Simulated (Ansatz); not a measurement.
**SnPt (model cell, started as zinc blende): phonons and vibrational spectra**

How does SnPt (model cell, started as zinc blende) vibrate, and is this structure a minimum?

Calculated with Ansatz 0.2.0; DFT LDA, scalar-relativistic, plane waves, PAW.

Report form: the programs' logs are mostly left out.

The structure was built from a prototype and need not be the compound's stable phase.

### 1. Set-up

It takes space group F-43m (No. 216, cubic). Conventional cell: a = 6.133 Å, b = 6.133 Å, c = 6.133 Å, α = 90.00°, β = 90.00°, γ = 90.00°. Nearest to Pt lie 4 Sn at 2.66 Å. Nearest to Sn lie 4 Pt at 2.66 Å. Farther neighbours are not listed.

Structure file:

```cif
data_structure
_symmetry_space_group_name_H-M 'P 1'
_symmetry_Int_Tables_number 1
_cell_length_a 4.3364
_cell_length_b 4.3364
_cell_length_c 4.3364
_cell_angle_alpha 60.000
_cell_angle_beta 60.000
_cell_angle_gamma 60.000
_cell_volume 57.66
loop_
_atom_site_label
_atom_site_type_symbol
_atom_site_fract_x
_atom_site_fract_y
_atom_site_fract_z
_atom_site_occupancy
Pt1 Pt 0.00000 0.00000 0.00000 1
Sn2 Sn 0.25000 0.25000 0.25000 1
```

### 2. Coarse relaxation

The start is far from rest, so a relaxation with loose tolerances brings it close first.

Contents of input.yaml:

```yaml
crystal:
  lattice:
    - [0.0, 3.06631, 3.06631]
    - [3.06631, 0.0, 3.06631]
    - [3.06631, 3.06631, 0.0]
  atoms:
    - { symbol: Pt, position: [0.0, 0.0, 0.0] }
    - { symbol: Sn, position: [0.25, 0.25, 0.25] }
kpoints:
  mp_grid: { grid: [6, 6, 6] }
hamiltonian:
  xc: lda
scf:
  occupations: { method: gaussian, width: 0.1 }
output:
  forces: true
  stress: true
  eigenvalues: true
relax:
  adjacent_minimum: "off"
  f_tol: 0.05
  max_steps: 80
  cell: { stress_tol: 0.5 }
```

Launch:

```bash
$ ansatz run input.yaml --threads 4 --pin off --max-ram 7168MiB --backend cpu --events-out ev --progress --plain --runs-dir out
```

Wall time 2.7 s (4 threads of Arm Neoverse V2, shared host); peak memory 0.34 GiB; 8.7 s of CPU time.

Step by step:

| step | energy less that of the first step (eV) | largest force component (eV/Å) | pressure (GPa) | volume (Å³) |
| --- | --- | --- | --- | --- |
| 1 | 0.0000 | 0.0000 | -8.08 | 57.66 |
| 2 | -0.1505 | 0.0000 | 4.03 | 49.63 |
| 3 | -0.1720 | 0.0000 | -0.85 | 52.04 |
| 4 | -0.1734 | 0.0000 | -0.06 | 51.61 |
| 5* | -0.1714 | 0.0000 | -0.05 | 51.61 |

Relaxation steps marked * repeat the geometry before them on a plane-wave basis chosen anew for their cell, so energy and pressure can jump there.

The run keeps the 24 symmetry operations that it works with, so distortions that break them were not tested.

| conventional cell, symmetrised | before | after | change |
| --- | --- | --- | --- |
| a (Å) | 6.133 | 5.910 | -3.6 % |
| b (Å) | 6.133 | 5.910 | -3.6 % |
| c (Å) | 6.133 | 5.910 | -3.6 % |
| volume (Å³/atom) | 28.83 | 25.80 | -10.5 % |

The relaxed structure:

```xyz
2
Lattice="0.0000 2.9551 2.9551 2.9551 0.0000 2.9551 2.9551 2.9551 0.0000" Properties=species:S:1:pos:R:3 pbc="T T T"
Pt    0.0000    0.0000    0.0000
Sn    1.4775    1.4775    1.4775
```

Numbers from this step:

```
pressure          : -0.05229 GPa
volume per atom   : 25.80 Å³
gap on the k-mesh : 0 eV
```

In this step the volume went from 28.83 to 25.80 Å³/atom.

### 3. Relaxation

Harmonic phonons are second derivatives at a point where the forces vanish, and they are wanted at zero stress, so atoms and cell are relaxed first.

Contents of input.yaml:

```yaml
crystal:
  lattice:
    - [0.0, 2.9550535094, 2.9550535094]
    - [2.9550535094, 0.0, 2.9550535094]
    - [2.9550535094, 2.9550535094, 0.0]
  atoms:
    - { symbol: Pt, position: [0.0, 0.0, 0.0] }
    - { symbol: Sn, position: [0.25, 0.25, 0.25] }
kpoints:
  mp_grid: { grid: [12, 12, 12] }
hamiltonian:
  xc: lda
scf:
  occupations: { method: gaussian, width: 0.1 }
output:
  forces: true
  stress: true
  eigenvalues: true
  write_density: true
  write_potential: true
  elf: true
  volumetric_format: npy
relax:
  adjacent_minimum: "off"
  f_tol: 0.005
  max_steps: 80
  cell: { stress_tol: 0.05 }
```

Wall time 7.4 s (4 threads); peak memory 0.42 GiB; 28 s of CPU time.

Little changed from the start: no atom moved by 0.005 Å and no cell edge by 0.1 %.

This step gave:

```yaml
pressure: -2.53e-4 GPa
volume_per_atom: 25.76 Å³
```

Valence density in the ac plane of a cell with a along [110], b along [-110] and c along [001] of the cube at fractional y = 0.000, with atoms of Pt and Sn within 0.2 Å of it. It is the smooth field of the valence electrons, not physical close to the nuclei.

Ten steps, logarithmic in the rise over the least value, from '0' (0 e/Å³) to '9' (14 e/Å³), each cell a mean:
```
98532222358987422222478
76433443346775334443357
43335775333443347874334
22247997422222358985322
01136996311001258985210
00124664210000135653100
00012332100000112321100
00001111000000011110000
00000000000000000000000
00000000000000000000000
00000000000000000000000
11000000001110000000001
22100000012221100000112
54210000124553200000235
87421001247886310001368
98521111368997421112479
```
Columns run along a (8.4 Å), rows up along c (5.9 Å), edges of the conventional cell, whose origin can differ from the input's. Atoms in or near the plane, at fractional coordinates: Pt at (0.50, 0.00), Pt at (0.00, 0.00), Sn at (0.75, 0.75), Sn at (0.25, 0.75).

ELF in the ac plane of a cell with a along [110], b along [-110] and c along [001] of the cube at fractional y = 0.000, with atoms of Pt and Sn within 0.2 Å of it. It is the smooth field of the valence electrons, not physical close to the nuclei.

Ten even steps from '_' (0.00) to '@' (0.68), each cell a mean:
```
@@%%**++++====++++**%%@@@@##++++======++++##@@
%%**++++==--====++++##%%##**++====--====++**##
++++++==--....--==++++++++++++==::..::==++++++
==++++==..____..==++++====++==--______--==++==
----====::____::====------====--..__..--====--
..::--====::::====--::....--====--::--====--..
__..::============::..____::--==========--..__
____..::--====--::..______..::--======--::____
______..::::::::..__________....::::::....____
________........______________..........______
::....____________....::::....__________....::
----::..________..::------::....______....::--
====--::..____..::--======----....__....----==
**++----::....::--==++****==--::......::--==**
@@%%++----::::----++%%@@%%**==--::..::--==**%%
@@@@**====----====**@@@@@@%%++==----====++%%@@
```
Columns run along a (8.4 Å), rows up along c (5.9 Å), edges of the conventional cell, whose origin can differ from the input's. Atoms in or near the plane, at fractional coordinates: Pt at (0.50, 0.00), Pt at (0.00, 0.00), Sn at (0.75, 0.75), Sn at (0.25, 0.75).

Electrostatic potential energy in the ac plane of a cell with a along [110], b along [-110] and c along [001] of the cube at fractional y = 0.000, with atoms of Pt and Sn within 0.2 Å of it. With pseudopotentials it is smooth inside the atoms' cores, unlike the true potential.

Ten even steps from '0' (-58 eV) to '9' (19 eV), each cell a mean:
```
01588888850002788888720
24787667874226876667852
77877997787778768986887
98868998688998779997789
99868998789999769996799
99876776789999877877899
99987778899999987778999
99999889999999998889999
99999999999999999999999
99999999999999999999999
99999999999999999999999
99999999999999999999999
88999999998889999999998
56899999986557899999875
02689999862014899999841
00589999840002789998720
```
Columns run along a (8.4 Å; values clipped at the 3rd and 97th percentile), rows up along c (5.9 Å), edges of the conventional cell, whose origin can differ from the input's. Atoms in or near the plane, at fractional coordinates: Pt at (0.50, 0.00), Pt at (0.00, 0.00), Sn at (0.75, 0.75), Sn at (0.25, 0.75).

In this step the volume went from 25.80 to 25.76 Å³/atom.

### 4. Relaxing to small forces for the phonons

Phonons need a cell at rest on their own settings, so the relaxation is repeated with tight tolerances on forces and stress on the k mesh and occupations of the first response run.

Contents of input.yaml:

```yaml
crystal:
  lattice:
    - [0.0, 2.9533293504, 2.9533293504]
    - [2.9533293504, 0.0, 2.9533293504]
    - [2.9533293504, 2.9533293504, 0.0]
  atoms:
    - { symbol: Pt, position: [0.0, 0.0, 0.0] }
    - { symbol: Sn, position: [0.25, 0.25, 0.25] }
kpoints:
  mp_grid: { grid: [12, 12, 12] }
hamiltonian:
  xc: lda
scf:
  occupations: { method: methfessel_paxton, width: 0.15 }
output:
  forces: true
  stress: true
  eigenvalues: true
relax:
  adjacent_minimum: "off"
  f_tol: 0.001
  max_steps: 60
  cell: { stress_tol: 0.01 }
```

Run time: 4 s. Hardware: 4 threads; peak memory 0.42 GiB.

Little changed from the start: no atom moved by 0.005 Å and no cell edge by 0.1 %.

This step gave:

- pressure: -0.005431 GPa

The forces vanish by symmetry and the pressure is -0.005 GPa, within the tolerances set. The cell now holds 25.76 Å³/atom.

### 5. Linear response at the zone centre

The zone centre comes first: it holds the modes that light can see, as far as symmetry allows. No field response is asked, since the mesh shows no gap.

Edit input.yaml of step 4 so:

```diff
@@ -15,9 +15,4 @@
 output:
-  forces: true
-  stress: true
   eigenvalues: true
-relax:
-  adjacent_minimum: "off"
-  f_tol: 0.001
-  max_steps: 60
-  cell: { stress_tol: 0.01 }
+phonons:
+  method: dfpt
```

The job ended after 14 s (4 threads; peak memory 0.72 GiB).

This step gave:

* sum-rule residual before enforcement: 8.73e-5 eV/Å²
* point group: -43m
* highest optical mode at the zone centre (no LO-TO term): 191.2 cm⁻¹
* lowest optical zone-centre mode: 191.2 cm⁻¹

Patterns of degenerate modes are one choice out of their space. Modes at Γ, with each element's share of the kinetic energy:

| mode | frequency (cm⁻¹) | symmetry | Pt % | Sn % |
| --- | --- | --- | --- | --- |
| 1 | 0.0 | acoustic | 62 | 38 |
| 2 | 0.0 | acoustic | 62 | 38 |
| 3 | 0.0 | acoustic | 62 | 38 |
| 4 | 191.2 | T2 | 38 | 62 |
| 5 | 191.2 | T2 | 38 | 62 |
| 6 | 191.2 | T2 | 38 | 62 |

Displacements in mode 5 (191.2 cm⁻¹), the largest set to 1:
```
Pt1  0.00  0.00 -0.61
Sn2  0.00  0.00  1.00
```

Before it was imposed, the acoustic sum rule was missed by 8.7e-5 eV/Å². Small misses are needed for a sound result but don't prove that mesh and cutoff are converged. The lowest optical mode is real, 191 cm⁻¹.

### 6. Response at finite wavevector

Stability and thermal properties need the whole zone. Linear response on a 4×4×4 q mesh gives force constants as far as a supercell of that size would.

Edit input.yaml of step 5 so:

```diff
@@ -18 +18,8 @@
   method: dfpt
+  qmesh: [4, 4, 4]
+  temperatures: { t_max: 1000, t_step: 50 }
+  qpath:
+    path:
+      - [[0.0, 0.0, 0.0], [-0.5, -0.5, 0.0], [-0.375, -0.375, 0.25]]
+      - [[-0.375, 0.0, 0.375], [0.0, 0.0, 0.0], [0.0, 0.0, 0.5], [-0.5, -0.25, 0.25], [-0.5, -0.5, 0.0]]
+    npoints: 10
```

It took 6.4 min on 4 threads; peak memory 3.9 GiB.

Numbers from this step:

* sum-rule residual before enforcement: 8.88e-5 eV/Å²
* lowest frequency on the path: -22.85 cm⁻¹
* highest frequency on the path or at a solved wavevector: 192.6 cm⁻¹
* lowest mode on the q mesh (acoustic modes at Γ apart): -22.85 cm⁻¹

Frequencies (cm⁻¹) solved at each irreducible wavevector; negative means imaginary. Frequencies by wavevector, by row:

| q in reciprocal lattice units | star | mode 1 | mode 2 | mode 3 | mode 4 | mode 5 | mode 6 |
| --- | --- | --- | --- | --- | --- | --- | --- |
| 0 0 0 | 1 | 0 | 0 | 0 | 191.2 | 191.2 | 191.2 |
| 0 0 0.25 | 8 | -10.2 | -10.2 | 70.3 | 189.1 | 192.5 | 192.5 |
| 0 0 -0.5 | 4 | 6.8 | 6.8 | 103.3 | 177.2 | 191 | 191 |
| 0 0.25 0.25 | 6 | -15.4 | -15.4 | 81.8 | 186.7 | 191.7 | 191.7 |
| 0 0.25 -0.5 | 24 | -14.6 | -9 | 112.3 | 173.5 | 189.7 | 190.2 |
| 0 0.25 -0.25 | 12 | -13.5 | -11.2 | 101.2 | 178.4 | 191.1 | 191.2 |
| 0 -0.5 -0.5 | 3 | -21 | -21 | 123.3 | 165.7 | 188.3 | 188.3 |
| 0.25 -0.5 -0.25 | 6 | -22.9 | 14.3 | 125.4 | 166.4 | 189.1 | 190.2 |

Interpolated from a 4×4×4 q mesh. Phonon branches along the path, in cm⁻¹:

| point | branch 1 | branch 2 | branch 3 | branch 4 | branch 5 | branch 6 |
| --- | --- | --- | --- | --- | --- | --- |
| Γ | 0 | 0 | 0 | 191 | 191 | 191 |
| halfway | -15 | -15 | 82 | 187 | 192 | 192 |
| X | -21 | -21 | 123 | 166 | 188 | 188 |
| halfway | -19 | -18 | 124 | 166 | 188 | 189 |
| U | -15 | -13 | 123 | 167 | 189 | 190 |
| jump to K | -15 | -13 | 123 | 167 | 189 | 190 |
| halfway | -13 | -11 | 82 | 186 | 192 | 192 |
| Γ | 0 | 0 | 0 | 191 | 191 | 191 |
| halfway | -10 | -10 | 70 | 189 | 192 | 192 |
| L | 7 | 7 | 103 | 177 | 191 | 191 |
| halfway | -14 | 8 | 113 | 173 | 190 | 191 |
| W | -23 | 14 | 125 | 166 | 189 | 190 |
| halfway | -22 | -9 | 124 | 166 | 189 | 189 |
| X | -21 | -21 | 123 | 166 | 188 | 188 |

Tetrahedra on a 20×20×20 mesh, mean over bins of 2 cm-1. Interpolated from a 4×4×4 q mesh. The phonon density of states by wavenumber; read off at these points:

wavenumber (cm⁻¹), phonon density of states (1/cm⁻¹/cell) and a bar:
```
    -23.0      0.009 
    -17.0      0.090 ####
    -11.0      0.104 #####
     -9.0      0.126 ######
     -5.0      0.039 ##
      1.0      0.023 #
      7.0      0.039 ##
     13.0      0.010 #
     17.0      0.000 
     23.0      0.000 
     29.0      0.000 
     35.0      0.001 
     41.0      0.001 
     47.0      0.001 
     53.0      0.002 
     59.0      0.003 
     65.0      0.003 
     71.0      0.004 
     77.0      0.006 
     83.0      0.007 
     87.0      0.009 
     93.0      0.012 #
     99.0      0.016 #
    105.0      0.026 #
    111.0      0.025 #
    117.0      0.026 #
    123.0      0.036 ##
    129.0      0.000 
    135.0      0.000 
    141.0      0.000 
    147.0      0.000 
    153.0      0.000 
    157.0      0.000 
    163.0      0.000 
    169.0      0.047 ##
    175.0      0.051 ###
    181.0      0.032 ##
    187.0      0.025 #
    191.0      0.603 ##############################
    193.0      0.132 #######
```

The partial phonon density of states has structure finer than the step of the table below, so its rows give means over 10 cm⁻¹, whole bins alone (the curve runs from -32.6 to 208 cm⁻¹). Peaks (cm⁻¹: height): Pt -11.4: 0.0639, 121.9: 0.0270, 190.1: 0.150; Sn -11.4: 0.0438, 190.1: 0.215.

Phonopy on the run's constants, 17x17x17 mesh, Gaussian sigma 2.0 cm-1. Interpolated from a 4×4×4 q mesh. The partial phonon density of states by wavenumber; means over each step; values in 1/cm⁻¹/cell:

| wavenumber (cm⁻¹) | Pt | Sn |
| --- | --- | --- |
| -20 | 0.0348 | 0.0256 |
| -10 | 0.0539 | 0.0370 |
| 0 | 0.0147 | 0.0103 |
| 10 | 0.0129 | 0.00935 |
| 20 | 5.5e-4 | 3.8e-4 |
| 30 | 3.5e-4 | 2.0e-4 |
| 40 | 5.7e-4 | 3.2e-4 |
| 50 | 0.00109 | 6.0e-4 |
| 60 | 0.00186 | 9.7e-4 |
| 70 | 0.00292 | 0.00143 |
| 80 | 0.00455 | 0.00204 |
| 90 | 0.00738 | 0.00294 |
| 100 | 0.0139 | 0.00459 |
| 110 | 0.0206 | 0.00489 |
| 120 | 0.0238 | 0.00224 |
| 130 | 0.00251 | 6.2e-5 |
| 140 | 0 | 0 |
| 150 | 0 | 0 |
| 160 | 8.4e-5 | 0.00247 |
| 170 | 0.00507 | 0.0363 |
| 180 | 0.0101 | 0.0295 |
| 190 | 0.0857 | 0.125 |
| 200 | 0.00285 | 0.00426 |

Second derivatives of the energy by pair, one row for each kind of neighbour of each atom listed. Each entry sums the pair over the periodic images of the supercell that the q mesh stands for, and in a polar crystal it holds the long-range dipole part too. Force constants by pair, by row:

| atom | neighbour | distance (Å) | third of the trace (eV/Å²) | along the pair's line (eV/Å²) |
| --- | --- | --- | --- | --- |
| Pt1 | itself | 0 | 10.87 | – |
| Pt1 | Sn | 2.558 | -2.557 | -7.562 |
| Pt1 | Pt | 4.177 | -0.0625 | -0.1521 |
| Pt1 | Sn | 4.898 | -0.0065 | -0.0037 |
| Pt1 | Pt | 5.907 | -0.0133 | -0.0182 |
| Pt1 | Sn | 6.437 | 0.0166 | 0.0351 |
| Pt1 | Pt | 7.234 | 0.0021 | -0.008 |
| Sn2 | itself | 0 | 10.05 | – |
| Sn2 | Pt | 2.558 | -2.557 | -7.562 |
| Sn2 | Sn | 4.177 | 0.0285 | -0.2868 |
| Sn2 | Pt | 4.898 | -0.0065 | -0.0037 |
| Sn2 | Sn | 5.907 | -0.0217 | -0.0409 |
| Sn2 | Pt | 6.437 | 0.0166 | 0.0351 |
| Sn2 | Sn | 7.234 | -0.0058 | -0.0244 |

Symmetry leaves 8 wavevectors to solve. The lowest mode among them, the acoustic zeros apart, lies at q = (0.25, -0.5, -0.25) and is imaginary, 22.9i cm⁻¹, so the energy falls along it.

### 7. Another isotope

An isotope changes the mass and not the force constants, so no new electronic calculation is needed; the shifts show which modes move this element.

The same force constants with the mass of Sn changed from 118.710 to 123.905 u (phonopy, no LO-TO term). Both lists are sorted by frequency; levels can cross, so a row need not hold one and the same mode. Modes under 3 cm⁻¹ are left out. Isotope shifts, by row:

| q | rank | natural mass (cm⁻¹) | changed mass (cm⁻¹) |
| --- | --- | --- | --- |
| 0 0 0 | 4 | 191.2 | 188.7 |
| 0 0 0 | 5 | 191.2 | 188.7 |
| 0 0 0 | 6 | 191.2 | 188.7 |
| 0 0 0.25 | 1 | -10.22 | -10.14 |
| 0 0 0.25 | 2 | -10.22 | -10.14 |
| 0 0 0.25 | 3 | 70.27 | 69.76 |
| 0 0 0.25 | 4 | 189.1 | 186.4 |
| 0 0 0.25 | 5 | 192.5 | 190 |
| 0 0 0.25 | 6 | 192.5 | 190 |
| 0 0 -0.5 | 1 | 6.84 | 6.78 |
| 0 0 -0.5 | 2 | 6.84 | 6.78 |
| 0 0 -0.5 | 3 | 103.3 | 102.7 |
| 0 0 -0.5 | 4 | 177.2 | 174.4 |
| 0 0 -0.5 | 5 | 191 | 188.6 |
| 0 0 -0.5 | 6 | 191 | 188.6 |
| 0 0.25 0.25 | 1 | -15.4 | -15.26 |
| 0 0.25 0.25 | 2 | -15.4 | -15.26 |
| 0 0.25 0.25 | 3 | 81.75 | 81.2 |
| 0 0.25 0.25 | 4 | 186.7 | 183.9 |
| 0 0.25 0.25 | 5 | 191.7 | 189.2 |
| 0 0.25 0.25 | 6 | 191.7 | 189.2 |

A mode of this element alone would shift by -2.12 %. The highest zone-centre frequency without the field goes from 191.2 to 188.7 cm⁻¹ (-1.3 %). The product of the frequency ratios over all optical modes at Γ is 0.961; the product rule, (m/m′)^(3k/2) (M′/M)^(3/2) with k = 1 such atoms and M the mass of the cell, gives 0.961.

### 8. What came out

| Property | Result |
| --- | --- |
| space group after relaxation (within 0.01 Å) | F-43m |
| volume per atom | 25.8 Å³ |
| electronic character | no gap on this mesh |
| highest optical mode at the zone centre (no LO-TO term) | 191 cm⁻¹ |
| lowest optical zone-centre mode | 191 cm⁻¹ |
| lowest mode on the q mesh (acoustic modes at Γ apart) | -22.9 cm⁻¹ |
| highest frequency on the path or at a solved wavevector | 193 cm⁻¹ |
| imaginary modes on the 4×4×4 q mesh | yes |

What this shows: Modes are clearly imaginary (beyond 10i cm⁻¹) at 6 of the 8 irreducible wavevectors, most at q = (0.25, -0.5, -0.25) (22.9i cm⁻¹), so this structure is not a minimum of the energy. The optical modes at Γ form one degenerate level at 191 cm⁻¹. With no gap, or one that is small against the smearing, the frequencies hang on the k mesh and the smearing, most of all near Kohn anomalies. Spin-orbit coupling is left out, which can matter for the heavy elements here. The starting cell was built on a prototype and not taken from a measurement, so the phase need not exist. These are harmonic frequencies at zero temperature: anharmonic shifts, linewidths and thermal expansion are left out.

[Logs are printed without paths, hosts, clocks, repeated set-up lines and the standing remarks that a program may print on its own settings, such as how far it seeks lower states.]

[Hosts, paths, dates, database ids (printed as entryN), source tags and the programs' standing remarks are cut or masked in the printed files.]
